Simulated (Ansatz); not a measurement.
## How many bands does the GW gap of BiOBr (P4/nmm) need?

Wanted: a G0W0 gap for BiOBr (P4/nmm) that is converged in bands and cutoff, or an estimate of the limit.

Calculated with Ansatz 0.2.0; G0W0 on LDA, plane waves, PAW.

Report form: the programs' logs are mostly left out.

The database entry behind the starting cell differs from later determinations by our own check (0.1 to 0.3 % short, probably kX units), so it need not match the best structure at ambient conditions.

**1. Set-up**

Symmetry: P4/nmm, No. 129, tetragonal system. Conventional cell: a = 3.916 Å, b = 3.916 Å, c = 8.077 Å, α = 90.00°, β = 90.00°, γ = 90.00°. Nearest to Bi lie 4 O at 2.32 Å and 4 Br at 3.18 Å. Nearest to Br lie 4 Bi at 3.18 Å. O has 4 Bi at 2.32 Å nearest. Farther neighbours and most contacts between anions are not listed.

The cell and positions come from the Crystallography Open Database and are kept as given unless a step says otherwise. Spin-orbit coupling is left out unless a step names it.

**2. 324 empty bands, screening to 110 eV**

Now the one-shot GW correction: screening in the RPA, then the self-energy of the levels asked for. This step takes hard PAW files.

Contents of input.yaml:

```yaml
crystal:
  lattice:
    - [3.916, 0.0, 0.0]
    - [0.0, 3.916, 0.0]
    - [0.0, 0.0, 8.077]
  atoms:
    - { symbol: Bi, position: [0.0, 0.5, 0.154] }
    - { symbol: Bi, position: [0.5, 0.0, 0.846] }
    - { symbol: Br, position: [0.0, 0.5, 0.653] }
    - { symbol: Br, position: [0.5, 0.0, 0.347] }
    - { symbol: O, position: [0.0, 0.0, 0.0] }
    - { symbol: O, position: [0.5, 0.5, 0.0] }
kpoints:
  mp_grid: { grid: [6, 6, 4] }
hamiltonian:
  xc: lda
  pseudopotentials: { kind: paw, source: ansatz }
scf:
  occupations: { method: fixed }
gw:
  n_empty_bands: 324
  ecut_chi: 110.0
  qp_bands: [v2, c2]
  qp_kpoints: band_edges
  screening: { model: contour_deformation }
```

Started as:

```sh
> ansatz run input.yaml --threads 4 --pin off --max-ram 138240MiB --backend cuda --events-out ev --progress --plain --runs-dir out --devices 1 --max-vram 26GiB
```

Elapsed: 2.5 min, on 1 × NVIDIA H100 80GB HBM3 (shared by 3 runs) with 4 threads of AMD EPYC 7R13 (Zen 3), shared host; peak memory 3.4 GiB; 2.7 min of CPU time.

This step gave:

```yaml
bands_summed: 370
rpa_eps_infinity_on_this_mesh_eigenvalues: 5.430, 7.348, 7.348
plane_waves_in_the_screening_matrix: 345
q_points_in_the_mesh: 144
g0w0_gap_on_the_mesh: 3.003 eV
k_of_the_valence_top: 0, 0.3333, -0.5
k_of_the_conduction_bottom: 0, 0, -0.5
starting_gap_on_the_mesh: 2.117 eV
z_at_the_valence_top: 0.7614
z_at_the_conduction_bottom: 0.8100
least_direct_g0w0_gap_on_the_computed_points: 3.363 eV
```

The gap on the mesh goes from 2.12 eV to 3.00 eV, a correction of +0.89 eV. Between the two edge states, bare exchange in place of the xc potential would open the gap by 6.62 eV, and correlation takes back 5.73 eV.

**3. 736 empty bands, screening to 190 eV**

Another rung: the empty bands reach about as high as the screening cutoff, so the two stay in balance.

Edit input.yaml of step 2 so:

```diff
@@ -20,4 +20,4 @@
 gw:
-  n_empty_bands: 324
-  ecut_chi: 110.0
+  n_empty_bands: 736
+  ecut_chi: 190.0
   qp_bands: [v2, c2]
```

Wall time 5.2 min (1 × NVIDIA H100 80GB HBM3 (shared by 3 runs) with 4 threads); peak memory 7.4 GiB.

This step gave:

```
bands summed                                 : 782
RPA ε∞ on this mesh (eigenvalues)            : 5.409, 7.307, 7.307
plane waves in the screening matrix          : 743
q-points in the mesh                         : 144
G0W0 gap on the mesh                         : 3.136 eV
k of the valence top                         : 0, 0.3333, -0.5
k of the conduction bottom                   : 0, 0, -0.5
starting gap on the mesh                     : 2.117 eV
Z at the valence top                         : 0.7593
Z at the conduction bottom                   : 0.8087
least direct G0W0 gap on the computed points : 3.467 eV
```

Against the run with 6×6×4 mesh, 324 empty bands, screening to 110 eV, hard PAW files, the gap moves by +0.13 eV.

**4. 1247 empty bands, screening to 270 eV**

Edit input.yaml of step 3 so:

```diff
@@ -20,4 +20,4 @@
 gw:
-  n_empty_bands: 736
-  ecut_chi: 190.0
+  n_empty_bands: 1247
+  ecut_chi: 270.0
   qp_bands: [v2, c2]
```

Run time: 9.1 min. Hardware: 1 × NVIDIA H100 80GB HBM3 (shared by 3 runs) with 4 threads; peak memory 15 GiB.

This step gave:

```
bands summed                                 : 1293
RPA ε∞ on this mesh (eigenvalues)            : 5.405, 7.294, 7.294
plane waves in the screening matrix          : 1253
G0W0 gap on the mesh                         : 3.197 eV
k of the valence top                         : 0, 0.3333, -0.5
k of the conduction bottom                   : 0, 0, -0.5
starting gap on the mesh                     : 2.117 eV
least direct G0W0 gap on the computed points : 3.506 eV
```

Against the run with 6×6×4 mesh, 736 empty bands, screening to 190 eV, hard PAW files, the gap moves by +0.06 eV.

**5. Changing the k mesh: 8×8×4 mesh, 324 empty bands, screening to 110 eV, hard PAW files**

Only the mesh changes. It samples the long-range screening, which converges on its own terms. Bands and cutoff differ from the step before, so it is read against an earlier run that matches them.

Edit input.yaml of step 4 so:

```diff
@@ -13,3 +13,3 @@
 kpoints:
-  mp_grid: { grid: [6, 6, 4] }
+  mp_grid: { grid: [8, 8, 4] }
 hamiltonian:
@@ -20,4 +20,4 @@
 gw:
-  n_empty_bands: 1247
-  ecut_chi: 270.0
+  n_empty_bands: 324
+  ecut_chi: 110.0
   qp_bands: [v2, c2]
```

Elapsed: 4.7 min, on 1 × NVIDIA H100 80GB HBM3 (shared by 3 runs) with 4 threads; peak memory 4.5 GiB; 8.9 min of CPU time.

This step gave:

| Property | Result |
| --- | --- |
| bands summed | 370 |
| RPA ε∞ on this mesh (eigenvalues) | 5.425, 7.322, 7.322 |
| plane waves in the screening matrix | 345 |
| G0W0 gap on the mesh | 2.962 eV |
| k of the valence top | 0, 0.375, -0.5 |
| k of the conduction bottom | 0, 0, -0.5 |
| starting gap on the mesh | 2.063 eV |
| least direct G0W0 gap on the computed points | 3.364 eV |

Against the run with 6×6×4 mesh, 324 empty bands, screening to 110 eV, hard PAW files, the gap moves by −0.04 eV, while the start moved by −0.05 eV. A band edge is found at another k point on this mesh.

**6. Convergence and cost**

Times are wall times on 1 × NVIDIA H100 80GB HBM3 (shared by 3 runs) with 4 threads of AMD EPYC 7R13 (Zen 3), shared host. The host was busy with other work, so they are no guide to cost.

```tsv
mesh	files	frequency	bands summed	cutoff (eV)	start (eV)	G0W0 (eV)	time	host memory (GiB)
6×6×4	hard PAW	contour deformation	370	110	2.117	3.003	2.5 min	3.4
6×6×4	hard PAW	contour deformation	782	190	2.117	3.136	5.2 min	7.4
6×6×4	hard PAW	contour deformation	1293	270	2.117	3.197	9.1 min	15
8×8×4	hard PAW	contour deformation	370	110	2.063	2.962	4.7 min	4.5
```

How the two edges are built up, in eV (the quasiparticle level is the starting level plus Σx plus Σc less Vxc):

```tsv
run	edge	start	Σx	Σc	Vxc	Z	QP
370 bands	valence top	9.15	-21.02	2.30	-18.43	0.76	8.86
370 bands	conduction bottom	11.27	-9.87	-3.43	-13.90	0.81	11.86
782 bands	valence top	9.15	-21.02	2.03	-18.43	0.76	8.59
782 bands	conduction bottom	11.27	-9.87	-3.57	-13.90	0.81	11.73
1293 bands	valence top	9.15	-21.02	1.91	-18.43	0.76	8.47
1293 bands	conduction bottom	11.27	-9.87	-3.63	-13.90	0.81	11.66
```

**7. Outcome**

* 370 bands, 110 eV: 3.003 eV
* 782 bands, 190 eV: 3.136 eV
* 1293 bands, 270 eV: 3.197 eV
* estimated limit in bands and cutoff: 3.29 eV
* mesh and start: 6×6×4, LDA

In words: A line in one over the bands through the two highest rungs gives 3.29 eV, +0.09 eV from the top rung; the pair below gives 3.26 eV, so the estimate is still climbing. The rungs stand 0.29 eV (370 bands), 0.15 eV (782 bands) and 0.09 eV (1293 bands) from it. From 370 to 1293 bands the gap moves by +0.19 eV while the time grows 3.7-fold. Σc changes by −0.39 eV at the valence top and −0.20 eV at the conduction bottom, so both edges matter. On the 8×8×4 mesh in place of 6×6×4 the gap differs by −0.04 eV, of which −0.05 eV is already in the start. The cheapest rung within 0.1 eV of this estimate is that with 1293 bands (9.1 min). The 6×6×4 mesh misses a band edge: on 8×8×4 the LDA gap is 2.06 eV, so these values are not the fundamental gap, which lies some 0.05 eV lower. Where an edge is built on 6p states of lead, bismuth or thallium, scalar-relativistic gaps usually stand too wide, by a few tenths to over one eV. The many-body steps are scalar-relativistic: spin-orbit coupling is not in them.

[Paths, hosts, dates, memory and timing lines, banners, echoed tables and standing remarks are left out of the program output.]

[Logs are printed without paths, hosts, clocks, repeated set-up lines and the standing remarks that a program may print on its own settings, such as how far it seeks lower states.]

[Runs of the session that timed out or met a known fault of the program may be left out.]

[Cells called generated may have been cut or substituted from an entry of the Crystallography Open Database or the Materials Project.]

[Hosts, paths, dates, database ids (printed as entryN), source tags and the programs' standing remarks are cut or masked in the printed files.]
